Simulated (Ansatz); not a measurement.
## The perfect Au wire of staggered 5-rings

Aim: is the Au wire of staggered 5-rings a metal or a semiconductor?

Program: Ansatz 0.2.0. Level of theory: DFT PBE, plane waves, PAW; relaxation of a wire's period, in the first sound run; inputs show where later runs differ. Results are calculated unless marked as measured.

## 1. The structure

The cell holds 10 atoms: 10 Au. Cell: a = 11.704 Å, b = 11.464 Å, c = 4.824 Å, α = 90.0°, β = 90.0°, γ = 90.0°. Vacuum lies along a and b. The structure's axis is c.

## 2. The relaxed wire

Band widths follow the bond lengths, so the wire is relaxed first. The atoms and the third cell vector are free; the box across stays fixed as vacuum. A Fermi-Dirac smearing is set since the result may be a metal. The pressure printed is a third of the stress's trace over the whole box, vacuum included; only the stress along the axis is relaxed.

input.yaml reads:

```yaml
crystal:
  lattice:
    - [11.704, 0.0, 0.0]
    - [0.0, 11.464, 0.0]
    - [0.0, 0.0, 4.824165304]
  atoms:
    - { symbol: Au, position: [0.330513359, 0.625745498, 0.0] }
    - { symbol: Au, position: [0.330513359, 0.374285892, 0.0] }
    - { symbol: Au, position: [0.564761644, 0.70345079, 0.0] }
    - { symbol: Au, position: [0.564761644, 0.2965806, 0.0] }
    - { symbol: Au, position: [0.709535047, 0.500015695, 0.0] }
    - { symbol: Au, position: [0.290498975, 0.500015695, 0.5] }
    - { symbol: Au, position: [0.435272377, 0.70345079, 0.5] }
    - { symbol: Au, position: [0.435272377, 0.2965806, 0.5] }
    - { symbol: Au, position: [0.669520662, 0.625745498, 0.5] }
    - { symbol: Au, position: [0.669520662, 0.374285892, 0.5] }
kpoints:
  mp_grid: { grid: [1, 1, 17] }
scf:
  occupations: { method: fermi_dirac, width: 0.05 }
hamiltonian:
  xc: pbe
relax:
  cell: { fix: [a, b, alpha, beta, gamma] }
  max_steps: 60
```

The run is started by

```sh
ansatz run input.yaml --threads 4 --pin off --max-ram 16384MiB --backend cpu --events-out ev --progress --plain --runs-dir out
```

Numbers of over 12 decimals in the logs are rounded to 6 here.

The program printed:

```text
Engine: ansatz 0.2.0, aarch64-unknown-linux-gnu
Pseudopotentials: kind: paw
Pseudopotential: Au, paw, valence charge 19, recommended cutoff 420 eV (normal), Au.paw.azcp
Functional definition: PBE
  parameter kappa = 0.804
  parameter beta = 0.066725
  exchange = pbe_x(kappa = kappa, mu = beta*pi^2/3)
  correlation = pbe_c(beta = beta)
Crystal: 10 atoms, lattice volume = 647.281 Å³
Basis set: ecut = 420 eV, 12641 PW (Γ), exchange–correlation on 160×160×72 points (8 copies of the dense FFT grid, shifted against one another)
Bands: 114, of which v1, the nominal top of the filled ones, is band 95 counted from 1 (94 counted from 0)
Symmetry: 8 space group operations
Space group: Pmma (ITA 51), of the structure as read, at distance tolerance 8.7e-5 Å
k-points: 9 of 17
Non-local potential: Au, projectors of the file, l = 0: 3, l = 1: 2, l = 2: 2, l = 3: 1
PAW form: soft (Blöchl's): semilocal exchange-correlation on the pseudo side does not see the compensation charge
PAW one-centre angular grid: Au, 590 points (default); XC on 64 Gauss nodes
Initial density: superposition of atomic densities (neutral atoms: chi_scale 0, normalization atom), corrected by the library's trained network
Initial wavefunctions: pseudopotential atomic-orbital guess
Functional: x = pbe(κ = 0.804, μ = 0.219515), c = pbe(β = 0.066725)
SCF iter   1: F=—  HF=-131487.558642 eV  |F-HF|=—  |Δ(HF+E_count)|=         —  Δρ=1.97e-3  dr2=1.37e-1  ethr=1.77e-3  ⟨swp⟩=6.2  Hψ=4034  notcnv=0  defer=22
preconditioner: auto → LDOS  [metal: Δε(μ)=0.033 eV  Ē_g=7.155 eV  σ=0.050 eV  W_gap=0.16  n_scr=126 (ndim 8)  ℏωp=15.3 eV  f_vac=0.592  D(μ)=5.11/eV (n_scr^D=12)  β→1.0]
SCF iter   2: F=—  HF=-131487.609747 eV  |F-HF|=—  |Δ(HF+E_count)|=   5.11e-2  Δρ=3.29e-3  dr2=3.13e-1  ethr=7.22e-5  ⟨swp⟩=4.0  Hψ=2538  notcnv=0  defer=112
SCF iter   3: F=—  HF=-131487.551034 eV  |F-HF|=—  |Δ(HF+E_count)|=   5.87e-2  Δρ=5.55e-4  dr2=5.75e-3  ethr=7.22e-5  ⟨swp⟩=2.0  Hψ=1468  notcnv=0  defer=112
SCF iter   4: F=—  HF=-131487.549787 eV  |F-HF|=—  |Δ(HF+E_count)|=   1.25e-3  Δρ=6.09e-5  dr2=2.75e-5  ethr=3.03e-6  ⟨swp⟩=2.0  Hψ=1472  notcnv=0  defer=112
SCF iter   5: F=—  HF=-131487.549765 eV  |F-HF|=—  |Δ(HF+E_count)|=   2.13e-5  Δρ=2.20e-5  dr2=4.51e-6  ethr=1.45e-8  ⟨swp⟩=2.6  Hψ=1709  notcnv=0  defer=112
SCF iter   6: F=—  HF=-131487.549765 eV  |F-HF|=—  |Δ(HF+E_count)|=   1.81e-7  Δρ=1.04e-5  dr2=9.11e-7  ethr=2.37e-9  ⟨swp⟩=2.3  Hψ=1663  notcnv=0  defer=112
SCF iter   7: F=-131487.549765 eV  HF=-131487.549765 eV  |F-HF|=2.69e-8  |Δ(HF+E_count)|=   1.40e-7  Δρ=1.77e-6  dr2=1.51e-8  ethr=5.26e-11  ⟨swp⟩=3.0  Hψ=4182  notcnv=0
SCF 1 converged in 7 iterations: F = -131487.549765 eV  dr2 = 1.51e-8
  greatest PAW one-centre occupation: 1.000 electrons in one spin orbital (limit 2), on the Au atom at site 7 (counted from 0), in its partial waves of l = 0
relax step   1: F+E_penalty+E_count = -131487.54976535 eV  Δ(F+E_penalty+E_count) = +0.000e0 eV  max|allowed force component| = 3.710e-1 eV/Å  Δτ_max = 0.0000 Å  P = -2.126 GPa  Ω = 647.281 Å³  fix = [a, b, alpha, beta, gamma]  reactions: a -1.149, b -1.144 GPa  (7 SCF iters, dr2 threshold 1.00e-7 eV, accepted)
Crystal: 10 atoms, lattice volume = 615.709 Å³
Basis set: ecut = 420 eV, 12047 PW (Γ), exchange–correlation on 160×160×72 points (8 copies of the dense FFT grid, shifted against one another)
Initial density: handed on by an earlier stage of this run
Initial wavefunctions: those handed on with the density
iter 1 solved again at ethr=1.53e-4 eV; its pass at ethr=3.10e-3 eV (dr2=2.91e-1 eV) is discarded
SCF iter   1: F=—  HF=-131488.016135 eV  |F-HF|=—  |Δ(HF+E_count)|=         —  Δρ=5.68e-3  dr2=2.90e-1  ethr=1.53e-4  ⟨swp⟩=3.3  Hψ=5428  notcnv=0
preconditioner: auto → LDOS  [insulator: Δε(μ)=0.231 eV  Ē_g=7.590 eV  σ=0.050 eV  W_gap=0.81  n_scr=126 (ndim 8)  ℏωp=15.7 eV  f_vac=0.604  D(μ)=2.15/eV (n_scr^D=8)  ε∞_Penn≈5.3  β→1.0]
SCF iter   2: F=—  HF=-131488.179689 eV  |F-HF|=—  |Δ(HF+E_count)|=   1.64e-1  Δρ=7.31e-3  dr2=1.12e0  ethr=1.53e-4  ⟨swp⟩=4.2  Hψ=2438  notcnv=0  recentre
SCF iter   3: F=—  HF=-131487.958863 eV  |F-HF|=—  |Δ(HF+E_count)|=   2.21e-1  Δρ=1.52e-3  dr2=2.12e-2  ethr=1.53e-4  ⟨swp⟩=4.3  Hψ=2558  notcnv=0  defer=84
SCF iter   4: F=—  HF=-131487.955595 eV  |F-HF|=—  |Δ(HF+E_count)|=   3.27e-3  Δρ=3.63e-4  dr2=1.07e-3  ethr=1.11e-5  ⟨swp⟩=2.2  Hψ=1492  notcnv=0  defer=95
SCF iter   5: F=—  HF=-131487.955424 eV  |F-HF|=—  |Δ(HF+E_count)|=   1.71e-4  Δρ=7.43e-5  dr2=1.19e-5  ethr=5.64e-7  ⟨swp⟩=2.0  Hψ=1402  notcnv=0  defer=95
SCF iter   6: F=—  HF=-131487.955409 eV  |F-HF|=—  |Δ(HF+E_count)|=   1.51e-5  Δρ=1.26e-5  dr2=2.17e-6  ethr=5.26e-10  ⟨swp⟩=6.3  Hψ=4367  notcnv=0
SCF iter   7: F=-131487.955410 eV  HF=-131487.955410 eV  |F-HF|=2.25e-8  |Δ(HF+E_count)|=   3.83e-7  Δρ=3.33e-6  dr2=7.15e-8  ethr=5.26e-10  ⟨swp⟩=5.0  Hψ=3332  notcnv=0
SCF 2 converged in 7 iterations: F = -131487.955410 eV  dr2 = 7.15e-8
relax step   2: F+E_penalty+E_count = -131487.95540954 eV  Δ(F+E_penalty+E_count) = -4.056e-1 eV  max|allowed force component| = 3.991e-1 eV/Å  Δτ_max = 0.0842 Å  P = +1.074 GPa  Ω = 615.709 Å³  energy of the carried Pulay correction = +3.039e-3 eV  fix = [a, b, alpha, beta, gamma]  reactions: a +1.234, b +1.237 GPa  (7 SCF iters, dr2 threshold 1.00e-6 eV, accepted)
Crystal: 10 atoms, lattice volume = 614.598 Å³
Basis set: ecut = 420 eV, 12031 PW (Γ), exchange–correlation on 160×160×72 points (8 copies of the dense FFT grid, shifted against one another)
iter 1 solved again at ethr=4.74e-5 eV; its pass at ethr=3.10e-3 eV (dr2=9.01e-2 eV) is discarded
SCF iter   1: F=—  HF=-131488.111170 eV  |F-HF|=—  |Δ(HF+E_count)|=         —  Δρ=3.41e-3  dr2=9.29e-2  ethr=4.74e-5  ⟨swp⟩=3.0  Hψ=4494  notcnv=0
preconditioner: auto → LDOS  [insulator: Δε(μ)=0.222 eV  Ē_g=7.571 eV  σ=0.050 eV  W_gap=0.80  n_scr=126 (ndim 8)  ℏωp=15.7 eV  f_vac=0.595  D(μ)=1.79/eV (n_scr^D=4)  ε∞_Penn≈5.3  β→1.0]
SCF iter   2: F=—  HF=-131488.192966 eV  |F-HF|=—  |Δ(HF+E_count)|=   8.18e-2  Δρ=4.24e-3  dr2=5.31e-1  ethr=4.74e-5  ⟨swp⟩=3.8  Hψ=2519  notcnv=0  recentre
SCF iter   3: F=—  HF=-131488.093284 eV  |F-HF|=—  |Δ(HF+E_count)|=   9.97e-2  Δρ=1.25e-3  dr2=1.14e-2  ethr=4.74e-5  ⟨swp⟩=3.8  Hψ=2603  notcnv=0
SCF iter   4: F=—  HF=-131488.091253 eV  |F-HF|=—  |Δ(HF+E_count)|=   2.03e-3  Δρ=2.02e-4  dr2=2.12e-4  ethr=6.02e-6  ⟨swp⟩=2.0  Hψ=1683  notcnv=0
SCF iter   5: F=—  HF=-131488.091219 eV  |F-HF|=—  |Δ(HF+E_count)|=   3.39e-5  Δρ=5.35e-5  dr2=9.53e-6  ethr=1.11e-7  ⟨swp⟩=3.3  Hψ=2224  notcnv=0
SCF iter   6: F=-131488.091221 eV  HF=-131488.091221 eV  |F-HF|=2.30e-7  |Δ(HF+E_count)|=   2.31e-6  Δρ=8.98e-6  dr2=3.44e-7  ethr=5.26e-10  ⟨swp⟩=5.2  Hψ=3611  notcnv=0
SCF 3 converged in 6 iterations: F = -131488.091221 eV  dr2 = 3.44e-7
  greatest PAW one-centre occupation: 1.000 electrons in one spin orbital (limit 2), on the Au atom at site 5 (counted from 0), in its partial waves of l = 0
relax step   3: F+E_penalty+E_count = -131488.09122147 eV  Δ(F+E_penalty+E_count) = -1.358e-1 eV  max|allowed force component| = 2.721e-2 eV/Å  Δτ_max = 0.0671 Å  P = -0.098 GPa  Ω = 614.598 Å³  energy of the carried Pulay correction = +3.149e-3 eV  fix = [a, b, alpha, beta, gamma]  reactions: a +0.087, b +0.088 GPa  (6 SCF iters, dr2 threshold 1.00e-6 eV, accepted)
[...]
relax step   4: F+E_penalty+E_count = -131488.10273478 eV  Δ(F+E_penalty+E_count) = -1.151e-2 eV  max|allowed force component| = 4.033e-3 eV/Å  Δτ_max = 0.0322 Å  P = +0.081 GPa  Ω = 605.951 Å³  energy of the carried Pulay correction = +4.010e-3 eV  fix = [a, b, alpha, beta, gamma]  reactions: a +0.005, b -0.004 GPa  (6 SCF iters, dr2 threshold 5.54e-7 eV, accepted)
[...]
relax step   5: F+E_penalty+E_count = -131488.10387683 eV  Δ(F+E_penalty+E_count) = -1.142e-3 eV  max|allowed force component| = 6.854e-3 eV/Å  Δτ_max = 0.0134 Å  P = -0.013 GPa  Ω = 609.233 Å³  energy of the carried Pulay correction = +3.682e-3 eV  fix = [a, b, alpha, beta, gamma]  reactions: a +0.005, b +0.014 GPa  (6 SCF iters, dr2 threshold 1.45e-7 eV, accepted)
[...]
relax step   6: F+E_penalty+E_count = -131488.10422826 eV  Δ(F+E_penalty+E_count) = -3.514e-4 eV  max|allowed force component| = 6.178e-4 eV/Å  Δτ_max = 0.0059 Å  P = -0.004 GPa  Ω = 608.359 Å³  energy of the carried Pulay correction = +3.769e-3 eV  fix = [a, b, alpha, beta, gamma]  reactions: a -0.006, b -0.009 GPa  (6 SCF iters, dr2 threshold 8.55e-9 eV, accepted)
Basis set: ecut = 420 eV, 11955 PW (Γ), exchange–correlation on 160×160×64 points (8 copies of the dense FFT grid, shifted against one another)
Initial wavefunctions: pseudopotential atomic-orbital guess (no wavefunctions were taken with the density)
iter 1 solved again at ethr=5.35e-7 eV; its pass at ethr=3.10e-3 eV (dr2=1.02e-3 eV) is discarded
SCF iter   1: F=—  HF=-131488.099470 eV  |F-HF|=—  |Δ(HF+E_count)|=         —  Δρ=1.16e-4  dr2=1.29e-5  ethr=5.35e-7  ⟨swp⟩=3.8  Hψ=7010  notcnv=0
SCF iter   2: F=—  HF=-131488.099594 eV  |F-HF|=—  |Δ(HF+E_count)|=   1.24e-4  Δρ=2.85e-5  dr2=3.26e-6  ethr=6.78e-9  ⟨swp⟩=2.4  Hψ=1931  notcnv=0
SCF iter   3: F=—  HF=-131488.099593 eV  |F-HF|=—  |Δ(HF+E_count)|=   7.50e-7  Δρ=1.62e-5  dr2=1.68e-6  ethr=1.72e-9  ⟨swp⟩=2.0  Hψ=1881  notcnv=0
SCF iter   4: F=—  HF=-131488.099593 eV  |F-HF|=—  |Δ(HF+E_count)|=   4.37e-7  Δρ=4.66e-6  dr2=1.49e-7  ethr=8.85e-10  ⟨swp⟩=2.0  Hψ=1456  notcnv=0
SCF iter   5: F=—  HF=-131488.099593 eV  |F-HF|=—  |Δ(HF+E_count)|=   3.06e-8  Δρ=1.43e-6  dr2=4.96e-8  ethr=7.83e-11  ⟨swp⟩=2.3  Hψ=1777  notcnv=0
SCF iter   6: F=—  HF=-131488.099593 eV  |F-HF|=—  |Δ(HF+E_count)|=   9.23e-9  Δρ=2.67e-7  dr2=4.72e-10  ethr=2.61e-11  ⟨swp⟩=2.1  Hψ=1496  notcnv=0
SCF iter   7: F=-131488.099593 eV  HF=-131488.099593 eV  |F-HF|=8.73e-11  |Δ(HF+E_count)|=  2.91e-11  Δρ=4.44e-8  dr2=1.75e-11  ethr=1.00e-12  ⟨swp⟩=5.1  Hψ=3912  notcnv=0
SCF 7 converged in 7 iterations: F = -131488.099593 eV  dr2 = 1.75e-11
relax step   7: F+E_penalty+E_count = -131488.09959301 eV  Δ(F+E_penalty+E_count) = +4.635e-3 eV  max|allowed force component| = 8.674e-4 eV/Å  Δτ_max = 0.0000 Å  P = -0.002 GPa  Ω = 608.359 Å³  fix = [a, b, alpha, beta, gamma]  reactions: a -0.005, b -0.008 GPa  stress off target by 5.22e-3 GPa on what of the cell is left free  SCF on the basis re-selected at this cell (its energy is not comparable with the rows above)  (7 SCF iters)
basis re-selected at this cell: Δ(F+E_penalty+E_count) = +4.635e-3 eV, ΔP = +0.002 GPa vs the last step (what re-selecting the basis moved, of the pressure what is left beyond the Pulay correction that the steps carried, after the strain that the cell walked since its last selection, with what the two solves' SCF thresholds leave and, on support functions, any second-order correction that the steps lacked; it is no measure of the basis error at this ecutwfc). The dense FFT grid was sized anew with the basis: this SCF ran on 80×80×32 points, the steps before it on 80×80×36, so part of this shift can come from that change (see relax.cell in the input reference). [rest of the remark cut]
SCF converged after 7 iterations
Free energy (F): -131488.099593 eV
Harris-Foulkes:  -131488.099593 eV  (|F-HF|=8.73e-11)
Internal energy: -131488.085496 eV  (E = F + TS)
E sigma→0 (E₀):  -131488.092545 eV
Entropy (-TS):   -0.014097 eV (-1.410 meV/atom)
Fermi energy:    1.448986 eV
--- Per-component energies (eV) ---
  E_band       = -5455.023661
  E_kinetic    = 6048.645648
  E_local      = -82387.949894  (includes V_loc(G=0)·N_el)
  E_nonlocal   = 743.707074
  E_hartree    = 38251.894494
  E_xc         = -2270.521752
  E_vxc        = -2737.851190  (∫ρ·V_xc dr)
  E_paw        = -97071.526606  (= ΣΔE_a)
  E_vpaw       = -3625.379421  (= ΣTr[D̂ρ^β])
  E_aug_tail   = 0.014129  (compensation charges beyond the density's cutoff)
  E_ewald      = 5197.651411
  E_smearing   = -0.014097  (= −TS)
  E_closure    = 0.000000  (closes the sum)
  Σ components = -131488.099593   (vs F -131488.099593, Δ=0.00e0)
--- Forces (eV/Å), atoms counted from 1 ---
  atom   1  Au    -0.00086737    -0.00002625     0.00000000
  atom   2  Au    -0.00086737     0.00002625     0.00000000
  atom   3  Au     0.00026341     0.00049975     0.00000000
  atom   4  Au     0.00026341    -0.00049975     0.00000000
  atom   5  Au     0.00064195     0.00000000     0.00000000
  atom   6  Au    -0.00064195     0.00000000     0.00000000
  atom   7  Au    -0.00026341     0.00049975     0.00000000
  atom   8  Au    -0.00026341    -0.00049975     0.00000000
  atom   9  Au     0.00086737    -0.00002625     0.00000000
  atom  10  Au     0.00086737     0.00002625     0.00000000
  max |Σ_I F_I| component: 1.08e-19 eV/Å
--- Stress (GPa, compression-positive) ---
       -0.004574       0.000000       0.000000
        0.000000      -0.007774       0.000000
        0.000000       0.000000       0.005216
  P = ⅓ Tr σ = -0.0024 GPa (-0.024 kbar)
--- Relaxed structure (6 steps of the walk, 6 accepted, 1 SCFs on fresh bases) ---
  F+E_penalty+E_count = -131488.09959301 eV   max|allowed force component| = 8.674e-4 eV/Å   (the final SCF, on the basis selected at the relaxed cell)
  cell:  # Å, volume = 608.3585 Å³
    - [11.704, 0.0, 0.0]
    - [0.0, 11.464, 0.0]
    - [0.0, 0.0, 4.534079]
  atoms:
    - { symbol: Au, position: [0.330396, 0.626030, 0.0] }
    - { symbol: Au, position: [0.330396, 0.374001, 0.0] }
    - { symbol: Au, position: [0.564970, 0.704313, 0.0] }
    - { symbol: Au, position: [0.564970, 0.295718, 0.0] }
    - { symbol: Au, position: [0.709553, 0.500016, 0.0] }
    - { symbol: Au, position: [0.290481, 0.500016, 0.500000] }
    - { symbol: Au, position: [0.435064, 0.704313, 0.500000] }
    - { symbol: Au, position: [0.435064, 0.295718, 0.500000] }
    - { symbol: Au, position: [0.669638, 0.626030, 0.500000] }
    - { symbol: Au, position: [0.669638, 0.374001, 0.500000] }
```

It took 57 s on 4 threads of Arm Neoverse V2, shared host; peak memory 1.7 GiB; 3.7 min of CPU time.

Step by step:

| step | energy less that of the first step (eV) | largest force component (eV/Å) | pressure (GPa) | volume (Å³) |
| --- | --- | --- | --- | --- |
| 1 | 0.0000 | 0.3710 | -2.13 | 647.28 |
| 2 | -0.4056 | 0.3991 | 1.07 | 615.71 |
| 3 | -0.5415 | 0.0272 | -0.10 | 614.60 |
| 4 | -0.5530 | 0.0040 | 0.08 | 605.95 |
| 5 | -0.5541 | 0.0069 | -0.01 | 609.23 |
| 6 | -0.5545 | 0.0006 | 0.00 | 608.36 |
| 7* | -0.5498 | 0.0009 | 0.00 | 608.36 |

Relaxation steps marked * repeat the geometry before them on a plane-wave basis chosen anew for their cell, so energy and pressure can jump there.

The run keeps the 8 symmetry operations that it works with, so distortions that break them were not tested.

| cell as run | before | after | change |
| --- | --- | --- | --- |
| c (Å) | 4.824 | 4.534 | -6.0 % |

The atoms that moved most (Å, along periodic axes as changes of fractional coordinates times the final cell, across vacuum about the mean position):

| atom | dx | dy | dz | length |
| --- | --- | --- | --- | --- |
| Au4 | 0.002 | -0.010 | 0.000 | 0.010 |
| Au3 | 0.002 | 0.010 | 0.000 | 0.010 |
| Au8 | -0.002 | -0.010 | 0.000 | 0.010 |
| Au7 | -0.002 | 0.010 | 0.000 | 0.010 |

This step gave:

```yaml
energy_at_zero_smearing: -131488.0925 eV
cell_length_along_the_wire: 4.534 Å
```

The cell's length comes to 4.534 Å with spin left out.

(Continued in part 2 of 4.)

[Logs are printed without paths, hosts, clocks, repeated set-up lines and the standing remarks that a program may print on its own settings, such as how far it seeks lower states.]

[Hosts, paths, dates, database ids (printed as entryN), source tags and the programs' standing remarks are cut or masked in the printed files.]
